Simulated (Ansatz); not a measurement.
# Phonons of Sc3TlB (Pm-3m) against volume, part 2 of 2

Aim: how the phonons of Sc3TlB (Pm-3m) shift with volume, and the thermal expansion that follows.

Ansatz 0.2.0; DFT PBEsol, scalar-relativistic, plane waves, PAW; PAW set soft_1.

So far, highest frequency on the path or at a solved wavevector (cm⁻¹): step 2 (response at finite wavevector) 521.

## Step 4: Phonons at the other volume, volume ratio 0.97

The phonons are repeated at this volume on the same k and q meshes.

The input, input.yaml:

```yaml
crystal:
  lattice:
    - [4.5861569571, 0.0, 0.0]
    - [0.0, 4.5861569571, 0.0]
    - [0.0, 0.0, 4.5861569571]
  atoms:
    - { symbol: Sc, position: [0.0, 0.5, 0.5] }
    - { symbol: Sc, position: [0.5, 0.0, 0.5] }
    - { symbol: Sc, position: [0.5, 0.5, 0.0] }
    - { symbol: Tl, position: [0.0, 0.0, 0.0] }
    - { symbol: B, position: [0.5, 0.5, 0.5] }
kpoints:
  mp_grid: { grid: [8, 8, 8] }
hamiltonian:
  xc: pbesol
  pseudopotentials: { kind: paw, azcp: { folder: soft_1 }, xc_functional: pbe }
scf:
  occupations: { method: methfessel_paxton, width: 0.2 }
output:
  eigenvalues: true
phonons:
  method: dfpt
  qmesh: [4, 4, 4]
  temperatures: { t_max: 1000, t_step: 50 }
  qpath:
    path:
      - [[0.0, 0.0, 0.0], [0.0, 0.5, 0.0], [0.5, 0.5, 0.0], [0.0, 0.0, 0.0], [0.5, 0.5, 0.5], [0.0, 0.5, 0.0]]
      - [[0.5, 0.5, 0.5], [0.5, 0.5, 0.0]]
    npoints: 10
```

Launch:

```
$ ansatz run input.yaml --threads 4 --pin off --max-ram 10240MiB --backend cpu --events-out ev --progress --plain --runs-dir out
```

Numbers of over 12 decimals in the logs are rounded to 6 here.

Log:

```text
[...]
Crystal: 5 atoms, lattice volume = 96.460 Å³
Basis set: ecut = 420 eV, 1863 PW (Γ), exchange–correlation on 64×64×64 points (8 copies of the dense FFT grid, shifted against one another)
Bands: 30, of which v1, the nominal top of the filled ones, is band 25 counted from 1 (24 counted from 0)
Symmetry: 48 space group operations
k-points: 35 of 512
[...]
SCF iter   1: F=—  HF=-17790.596622 eV  |F-HF|=—  |Δ(HF+E_count)|=         —  Δρ=8.14e-2  dr2=1.69e1  ethr=3.10e-3  ⟨swp⟩=4.5  Hψ=4121  notcnv=0
[...]
SCF iter  11: F=-17786.378604 eV  HF=-17786.378604 eV  |F-HF|=3.64e-12  |Δ(HF+E_count)|=  3.64e-11  S|Δr|=    0.00e0  Δρ=9.17e-8  dr2=8.36e-12  ethr=1.00e-12  ⟨swp⟩=7.1  Hψ=5371  notcnv=0
the search or the solves at the SCF's close seem to have found levels that the self-consistency loop had missed (the run counts 1). By its estimate they hold under 1e-12 electrons; where the run keeps them, the occupations were computed again with them
SCF 1 converged in 11 iterations: F = -17786.378604 eV  dr2 = 8.36e-12
[...]
NSCF: frozen V_eff on 35 k-points
[...]
SCF converged after 11 iterations
[...]
Free energy (F): -17786.378604 eV
[...]
Internal energy: -17786.381662 eV  (E = F + TS)
E sigma→0 (E₀):  -17786.379369 eV
Entropy (-TS):   0.003058 eV (0.612 meV/atom)
Fermi energy:    10.399251 eV
[...]
--- Band table (eV; the first three rows and the last of 35) ---
  k-point 0: bands = [... 21 lower, 10.3397, 10.6104, 10.6104, 10.8141, 10.8141, 10.8141, 13.4330, 13.4330, ... 1 higher]
  k-point 1: bands = [... 21 lower, 10.2975, 10.7159, 10.7327, 10.7327, 10.8420, 10.9368, 12.7935, 13.3048, ... 1 higher]
  k-point 2: bands = [... 21 lower, 10.2127, 10.5370, 10.5370, 10.6150, 10.9149, 11.0129, 12.1908, 13.2018, ... 1 higher]
  k-point 34: bands = [... 21 lower, 7.8586, 9.7218, 9.7218, 9.7218, 12.3765, 12.3765, 12.3765, 12.4909, ... 1 higher]
[...]
ASR residual: 3.059e-5 → 0.000e0 eV/Å²; symmetrization residual: 1.573e-6 eV/Å²
  ASR residual per site (eV/Å²): 2.31e-5 2.31e-5 2.31e-5 1.30e-5 3.06e-5
[...]
--- Phonons (arbitrary-q DFPT): 10 irreducible q on the 4×4×4 mesh ---
[...]
interpolated dispersion: 62 rows × 15 modes
[...]
```

Run time: 20 min. Hardware: 4 threads of Arm Neoverse V1, shared host; peak memory 3.6 GiB; 78 min of CPU time.

This step gave:

| Quantity | Value |
| --- | --- |
| sum-rule residual before enforcement | 3.06e-5 eV/Å² |
| highest frequency on the path or at a solved wavevector | 536.8 cm⁻¹ |
| mean frequency | 219 cm⁻¹ |
| Debye temperature (second moment) | 503 K |
| logarithmic mean frequency | 168.4 cm⁻¹ |
| highest optical mode at the zone centre (no LO-TO term) | 476.5 cm⁻¹ |
| lowest optical zone-centre mode | 103.8 cm⁻¹ |
| lowest mode on the q mesh (acoustic modes at Γ apart) | 46.84 cm⁻¹ |
| zero-point energy per atom | 40.73 meV |
| heat capacity at 300 K | 22.08 J/(mol atoms K) |
| vibrational entropy at 300 K | 31.86 J/(mol atoms K) |
| edges of the widest gap between branches, on path and mesh | 357.7, 462.2 cm⁻¹ |

Frequencies (cm⁻¹) solved at each irreducible wavevector; negative means imaginary. Frequencies by wavevector, by row:

```tsv
q in reciprocal lattice units	star	mode 1	mode 2	mode 3	mode 4	mode 13	mode 14	mode 15
0 0 0	1	0	0	0	103.8	476.5	476.5	476.5
0 0 0.25	6	46.8	46.8	61.7	112.8	474.8	474.8	478.7
0 0 -0.5	3	60.4	60.4	71.2	112.3	462.2	462.2	492.4
0 0.25 0.25	12	55.2	58.4	66.8	113.2	474.8	483.1	513.2
0 0.25 -0.5	12	61.3	64.7	69.5	95.6	487.6	509.2	515.2
0 -0.5 -0.5	3	67.2	67.2	68.8	68.8	515.6	535.3	535.3
0.25 0.25 0.25	8	59.9	59.9	69.2	110.4	493.4	517.4	517.4
0.25 0.25 -0.5	12	62.9	63.6	68.8	89	512.3	524.5	525.1
0.25 -0.5 -0.5	6	53.6	64.9	68.4	68.4	521	536.8	536.8
-0.5 -0.5 -0.5	1	50.8	50.8	50.8	68.4	534.9	534.9	534.9
```

The highest optical mode at the zone centre (no LO-TO term) is 476.5 cm⁻¹, +16.7 cm⁻¹ against the base run.

## Step 5: Relaxing at another volume, volume ratio 1.03

The volume is scaled by 1.03 and held; symmetry leaves nothing to relax, so this is a single point. The modes can then be followed against volume.

input.yaml, the sections that differ from step 4:

```yaml
crystal:
  lattice:
    - [4.6788315613, 0.0, 0.0]
    - [0.0, 4.6788315613, 0.0]
    - [0.0, 0.0, 4.6788315613]
  atoms:
    - { symbol: Sc, position: [0.0, 0.5, 0.5] }
    - { symbol: Sc, position: [0.5, 0.0, 0.5] }
    - { symbol: Sc, position: [0.5, 0.5, 0.0] }
    - { symbol: Tl, position: [0.0, 0.0, 0.0] }
    - { symbol: B, position: [0.5, 0.5, 0.5] }
output:
  forces: true
  stress: true
  eigenvalues: true
# kpoints, hamiltonian, scf: as in step 4
# phonons: removed
```

Log:

```text
[...]
Crystal: 5 atoms, lattice volume = 102.426 Å³
Basis set: ecut = 420 eV, 2007 PW (Γ), exchange–correlation on 64×64×64 points (8 copies of the dense FFT grid, shifted against one another)
Bands: 30, of which v1, the nominal top of the filled ones, is band 25 counted from 1 (24 counted from 0)
Symmetry: 48 space group operations
[...]
k-points: 35 of 512
[...]
k-point 0: bands = [... 21 lower, 9.5102, 9.8446, 9.8446, 10.0794, 10.0794, 10.0794, 12.4836, 12.4836, ... 1 higher]
  k-point 1: bands = [... 21 lower, 9.4765, 9.9446, 9.9991, 9.9991, 10.1072, 10.1425, 11.8697, 12.3759, ... 1 higher]
  k-point 2: bands = [... 21 lower, 9.4101, 9.8057, 9.8057, 9.8355, 10.1797, 10.2261, 11.3057, 12.2717, ... 1 higher]
  k-point 34: bands = [... 21 lower, 7.2049, 8.9738, 8.9738, 8.9738, 11.5248, 11.5248, 11.5248, 11.6136, ... 1 higher]
[key lines of the parts left out:]
SCF converged after 8 iterations
Free energy (F): -17786.380785 eV
Fermi energy:    9.674990 eV
P = ⅓ Tr σ = -2.3040 GPa (-23.040 kbar)
```

Wall time 1.7 s (4 threads); peak memory 0.41 GiB; 6.3 s of CPU time.

Numbers from this step:

```yaml
pressure: -2.304 GPa
volume_per_atom: 20.49 Å³
```

The run ends at a pressure of -2.30 GPa.

## Step 6: Phonons at the other volume, volume ratio 1.03

The phonons are repeated at this volume on the same k and q meshes.

input.yaml, as its differences from that of step 5:

```diff
@@ -19,4 +19,11 @@
 output:
-  forces: true
-  stress: true
   eigenvalues: true
+phonons:
+  method: dfpt
+  qmesh: [4, 4, 4]
+  temperatures: { t_max: 1000, t_step: 50 }
+  qpath:
+    path:
+      - [[0.0, 0.0, 0.0], [0.0, 0.5, 0.0], [0.5, 0.5, 0.0], [0.0, 0.0, 0.0], [0.5, 0.5, 0.5], [0.0, 0.5, 0.0]]
+      - [[0.5, 0.5, 0.5], [0.5, 0.5, 0.0]]
+    npoints: 10
```

Log:

```text
[...]
Crystal: 5 atoms, lattice volume = 102.426 Å³
Basis set: ecut = 420 eV, 2007 PW (Γ), exchange–correlation on 64×64×64 points (8 copies of the dense FFT grid, shifted against one another)
Bands: 30, of which v1, the nominal top of the filled ones, is band 25 counted from 1 (24 counted from 0)
Symmetry: 48 space group operations
k-points: 35 of 512
[...]
k-point 34: bands = [... 21 lower, 7.2049, 8.9738, 8.9738, 8.9738, 11.5248, 11.5248, 11.5248, 11.6136, ... 1 higher]
[...]
ASR residual: 3.762e-5 → 0.000e0 eV/Å²; symmetrization residual: 1.754e-6 eV/Å²
  ASR residual per site (eV/Å²): 3.76e-5 3.76e-5 3.76e-5 1.25e-5 1.63e-5
[...]
--- Phonons (arbitrary-q DFPT): 10 irreducible q on the 4×4×4 mesh ---
[...]
interpolated dispersion: 62 rows × 15 modes
[...]
[key lines of the parts left out:]
SCF converged after 11 iterations
Free energy (F): -17786.380785 eV
Fermi energy:    9.674989 eV
```

The job ended after 21 min (4 threads; peak memory 3.8 GiB).

This step gave:

```yaml
sum_rule_residual_before_enforcement: 3.76e-5 eV/Å²
highest_frequency_on_the_path_or_at_a_solved_wavevector: 505.8 cm⁻¹
mean_frequency: 204 cm⁻¹
debye_temperature_second_moment: 469 K
logarithmic_mean_frequency: 156.1 cm⁻¹
highest_optical_mode_at_the_zone_centre_no_lo_to_term: 443.9 cm⁻¹
lowest_optical_zone_centre_mode: 92.66 cm⁻¹
lowest_mode_on_the_q_mesh_acoustic_modes_at_gamma_apart: 43.39 cm⁻¹
zero_point_energy_per_atom: 37.94 meV
heat_capacity_at_300_k: 22.39 J/(mol atoms K)
vibrational_entropy_at_300_k: 33.56 J/(mol atoms K)
edges_of_the_widest_gap_between_branches_on_path_and_mesh: 327.8, 424.6 cm⁻¹
```

The highest optical mode at the zone centre (no LO-TO term) is 443.9 cm⁻¹, -15.9 cm⁻¹ against the base run.

## Step 7: Grüneisen parameters

The Grüneisen parameter of a mode is minus the logarithmic change of its frequency with volume, −d ln ω / d ln V; weighted by heat capacity it gives the expansion.

This step gave:

* bulk modulus: 82.6 GPa

The phonon branches at the labelled points (cm⁻¹):

```tsv
point	branch 1	branch 2	branch 3	branch 4	branch 12	branch 13	branch 14	branch 15
Γ	0	0	0	98	230	460	460	460
halfway	45	45	59	108	258	457	457	465
X	57	57	67	110	300	443	443	481
halfway	58	61	66	92	301	469	493	502
M	63	64	65	65	312	495	520	520
halfway	53	56	63	111	262	460	465	497
Γ	0	0	0	98	230	460	460	460
halfway	57	57	65	106	271	479	500	500
R	52	52	52	65	342	518	518	518
halfway	60	60	65	88	306	494	507	511
X	57	57	67	110	300	443	443	481
jump to R	52	52	52	65	342	518	518	518
halfway	52	61	65	65	322	502	521	521
M	63	64	65	65	312	495	520	520
```

The same for volume x 0.97:

```tsv
point	branch 1	branch 2	branch 3	branch 4	branch 12	branch 13	branch 14	branch 15
Γ	0	0	0	104	237	476	476	476
X	60	60	71	112	313	462	462	492
M	67	67	69	69	327	516	535	535
Γ	0	0	0	104	237	476	476	476
R	51	51	51	68	358	535	535	535
X	60	60	71	112	313	462	462	492
R	51	51	51	68	358	535	535	535
M	67	67	69	69	327	516	535	535
```

The same for volume x 1.03:

```tsv
point	branch 1	branch 2	branch 3	branch 4	branch 12	branch 13	branch 14	branch 15
Γ	0	0	0	93	224	444	444	444
X	54	54	63	108	288	425	425	470
M	58	61	62	62	297	476	506	506
Γ	0	0	0	93	224	444	444	444
R	53	53	53	61	328	502	502	502
X	54	54	63	108	288	425	425	470
R	53	53	53	61	328	502	502	502
M	58	61	62	62	297	476	506	506
```

Mode Grueneisen parameter -dln(w)/dln(V), modes matched by rank; at Γ the acoustic branches take the value of a neighbouring point of the path. The mode Grüneisen parameters at the labelled points ():

```tsv
point	branch 1	branch 2	branch 3	branch 4	branch 12	branch 13	branch 14	branch 15
Γ	0.78	0.78	1.31	1.88	0.95	1.18	1.18	1.18
halfway	1.26	1.26	1.67	1.58	1.08	1.25	1.25	0.99
X	1.75	1.75	2.01	0.71	1.41	1.41	1.41	0.77
halfway	1.63	2.11	1.87	1.10	1.47	1.33	1.07	0.85
M	2.31	1.64	1.81	1.81	1.57	1.34	0.95	0.95
halfway	1.35	1.71	1.93	0.75	1.14	1.04	1.28	1.08
Γ	0.89	0.99	1.38	1.88	0.95	1.18	1.18	1.18
halfway	1.64	1.64	2.07	1.33	1.25	1.03	1.15	1.15
R	-0.64	-0.64	-0.64	1.88	1.45	1.07	1.07	1.07
halfway	1.82	1.74	1.90	0.49	1.48	1.23	1.13	0.94
X	1.75	1.75	2.01	0.71	1.41	1.41	1.41	0.77
jump to R	-0.64	-0.64	-0.64	1.88	1.45	1.07	1.07	1.07
halfway	0.60	1.99	1.85	1.85	1.52	1.25	1.01	1.01
M	2.31	1.64	1.81	1.81	1.57	1.34	0.95	0.95
```

(dS/dlnV)/C_V. Table of thermodynamic Grueneisen parameter by temperature:

```tsv
temperature (K)	thermodynamic Grueneisen parameter
50	1.41
100	1.33
150	1.30
200	1.29
250	1.28
300	1.27
350	1.27
400	1.27
450	1.27
500	1.27
550	1.27
600	1.26
650	1.26
700	1.26
750	1.26
800	1.26
850	1.26
900	1.26
950	1.26
1000	1.26
```

Gamma C_V/(B V) at the static volume. Table of volume expansion by temperature:

```tsv
temperature (K)	volume expansion (1e-6/K)
50	11.2
100	19.2
150	23.4
200	26.0
250	27.6
300	28.7
350	29.4
400	29.9
450	30.3
500	30.5
550	30.7
600	30.9
650	31.0
700	31.1
750	31.2
800	31.3
850	31.3
900	31.4
950	31.4
1000	31.5
```

## Step 8: Summary of results

```json
{
 "bulk modulus": "82.6 GPa",
 "thermodynamic Grüneisen parameter at 300 K": "1.275",
 "volume expansion at 300 K, estimated": "28.66 × 10⁻⁶ K⁻¹"
}
```

What this shows: By this estimate the volume grows by 28.7 × 10⁻⁶ per kelvin at 300 K. The highest optical mode at Γ goes from 476 to 444 cm⁻¹ as the cell grows, a Grüneisen parameter of 1.18. Mode parameters on the path run from -0.64 to 2.3, with a median of 1.3. Modes with negative values stiffen as the cell grows and pull against the expansion. Branches are matched by rank, so values near crossings are rough. The expansion is the Grüneisen estimate at the static volume, with the static bulk modulus. With no gap, or one that is small against the smearing, the frequencies hang on the k mesh and the smearing, most of all near Kohn anomalies. The phonon runs are without spin polarisation, although the cell has an odd electron count. Spin-orbit coupling is left out, which can matter for the heavy elements here. The PAW files were made for PBE and serve the other functionals too.

[Logs are printed without paths, hosts, clocks, repeated set-up lines and the standing remarks that a program may print on its own settings, such as how far it seeks lower states.]

[Hosts, paths, dates, database ids (printed as entryN), source tags and the programs' standing remarks are cut or masked in the printed files.]
